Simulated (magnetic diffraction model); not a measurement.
# Solving a magnetic structure from powder neutron data: Ce3TaS6Cl3

Space group P6_3/m (no. 176), a = 10.3910 Å, c = 6.0830 Å.

| site | atom | x | y | z |
| --- | --- | --- | --- | --- |
| 2c | Ta | 2/3 | 1/3 | 3/4 |
| 6h | Ce | 0.9064 | 0.5953 | 1/4 |
| 6h | Cl | 0.1904 | 0.9437 | 1/4 |
| 12i | S | 0.8385 | 0.3641 | 0.9930 |

This is a made-up structure (elements placed in a structure type, unrelaxed), so the numbers test the method and describe no known phase.

Only Ce is taken to order (form factors of Ce3+); orders and moment sizes are assumed, and not adapted to the symmetry. Radiation: neutrons of λ = 2.0775 Å, 2° to 55°; isotropic B of 0.32 Å² (Ta), 0.29 Å² (Ce), 0.43 Å² (Cl) and 0.48 Å² (S). The intensities are simulated: I ∝ L Σ (|F_N|² + |F_M⊥|²) for unpolarised neutrons, with F_M = 2.695 fm/μB × Σ f(s) S exp(2πi Q·r) exp(−B s²) at Q = H ± k (one set where k and −k are equivalent), only the part normal to Q counting and L = 1/(sin²θ cos θ). For a modulated order the moment at position r is S exp(−2πi k·r) + c.c., with S = m/2 for a sine wave of amplitude m and S = m(u + iv)/2 for moments turning in a plane, u and v being orthogonal unit vectors in it; the phase factor of the sum at Q = H + k is then exp(2πi H·r). Form factors are spin-only for 3d ions and dipole or tabulated for f ions, scattering lengths are Sears's of 1992, and absorption is left out. A label names one of the reflections at its angle. The strongest nuclear line in the range is 100, and lines under 0.2 are left out.

Above the ordering temperature:

```csv
2θ (°),index,I
13.26,(1 0 0),0.4
23.79,(1 0 1),4.2
26.70,(2 0 0),8.8
30.49,(1 1 1),1.0
35.56,(2 1 0),13.6
39.94,(0 0 2),13.6
40.96,(2 1 1),100.0
42.26,(1 0 2),12.6
45.42,(3 0 1),15.0
46.62,(1 1 2),3.1
47.14,(2 2 0),1.2
48.69,(2 0 2),11.2
49.19,(3 1 0),29.4
51.55,(2 2 1),4.7
53.47,(3 1 1),5.8
54.54,(2 1 2),40.5
```

Below it (cell unchanged):

```
2θ (°)      I
  7.64   15.0
 13.26    0.4
 15.32    0.5
 20.31    0.5
 21.12    1.3
 23.79    4.2
 25.02    2.6
 26.70    8.8
 27.81    1.1
 28.42    4.0
 30.49    1.0
 30.92    0.8
 33.77    0.7
 34.29    2.4
 35.56   13.6
 36.91    0.9
 38.93    0.5
 39.38    0.7
 39.94   13.6
 40.73    1.8
 40.96  100.0
 41.30    0.5
 42.26   12.6
 43.01    0.2
 43.56    0.4
 43.98    0.2
 45.21    0.3
 45.42   15.0
 46.13    0.5
 46.62    3.1
 47.14    1.2
 47.83    0.2
 48.22    0.4
 48.69   11.2
 49.19   29.4
 49.37    1.0
```
(The table stops after 36 lines; 6 more lie at higher angle.)

**Question.** Find the propagation vector, then choose among these models:
A. a sine wave with moments along [010] (amplitudes given), 1.7 μB on Ce; signs + at (0.9064, 0.5953, 1/4), + at (0.5953, 0.6889, 3/4), + at (0.6889, 0.0936, 1/4), + at (0.0936, 0.4047, 3/4), + at (0.4047, 0.3111, 1/4), + at (0.3111, 0.9064, 3/4)
B. moments turning in the plane of [100] and [010], 1.7 μB on Ce; signs + at (0.9064, 0.5953, 1/4), + at (0.5953, 0.6889, 3/4), + at (0.6889, 0.0936, 1/4), + at (0.0936, 0.4047, 3/4), + at (0.4047, 0.3111, 1/4), + at (0.3111, 0.9064, 3/4)
C. moments turning in the plane of [001] and [100], 1.7 μB on Ce; signs + at (0.9064, 0.5953, 1/4), + at (0.5953, 0.6889, 3/4), + at (0.6889, 0.0936, 1/4), + at (0.0936, 0.4047, 3/4), + at (0.4047, 0.3111, 1/4), + at (0.3111, 0.9064, 3/4)
D. a sine wave with moments along [100] (amplitudes given), 1.7 μB on Ce; signs + at (0.9064, 0.5953, 1/4), + at (0.5953, 0.6889, 3/4), + at (0.6889, 0.0936, 1/4), + at (0.0936, 0.4047, 3/4), + at (0.4047, 0.3111, 1/4), + at (0.3111, 0.9064, 3/4)

The new lines index as (1/3 1/3 0) at 7.64°, (2/3 2/3 0) at 15.32°, (4/3 1/3 0) at 20.31° and (2/3 -1/3 1) at 21.12°, that is as H ± k with k = (1/3 1/3 0). Satellites come in pairs about each point of the reciprocal lattice.

Magnetic intensity, observed (below minus above) and for each model:

| 2θ (°) | index | observed | A | B | C | D |
| --- | --- | --- | --- | --- | --- | --- |
| 7.64 | (1/3 1/3 0) | 15.0 | 11.1 | 15.0 | 26.1 | 11.1 |
| 25.02 | (2/3 2/3 1) | 2.6 | 1.4 | 2.6 | 2.0 | 1.4 |
| 27.81 | (5/3 2/3 0) | 1.1 | 0.6 | 1.1 | 2.0 | 0.9 |
| 28.42 | (4/3 1/3 1) | 4.0 | 1.8 | 4.0 | 3.2 | 1.8 |
| 30.92 | (4/3 4/3 0) | 0.8 | 0.5 | 0.8 | 0.9 | <0.2 |
| 33.77 | (8/3 -1/3 0) | 0.7 | <0.2 | 0.7 | 1.0 | 0.3 |
| 34.29 | (5/3 2/3 1) | 2.4 | 1.2 | 2.4 | 2.4 | 1.2 |
| 40.73 | (1/3 1/3 2) | 1.8 | 0.9 | 1.8 | 1.0 | 0.9 |

Model B matches.

The structure used: k = (1/3 1/3 0), moments turning in the plane of [100] and [010], 1.7 μB on Ce; signs + at (0.9064, 0.5953, 1/4), + at (0.5953, 0.6889, 3/4), + at (0.6889, 0.0936, 1/4), + at (0.0936, 0.4047, 3/4), + at (0.4047, 0.3111, 1/4), + at (0.3111, 0.9064, 3/4).

[Logs are printed without paths, hosts, clocks, repeated set-up lines and the standing remarks that a program may print on its own settings, such as how far it seeks lower states.]
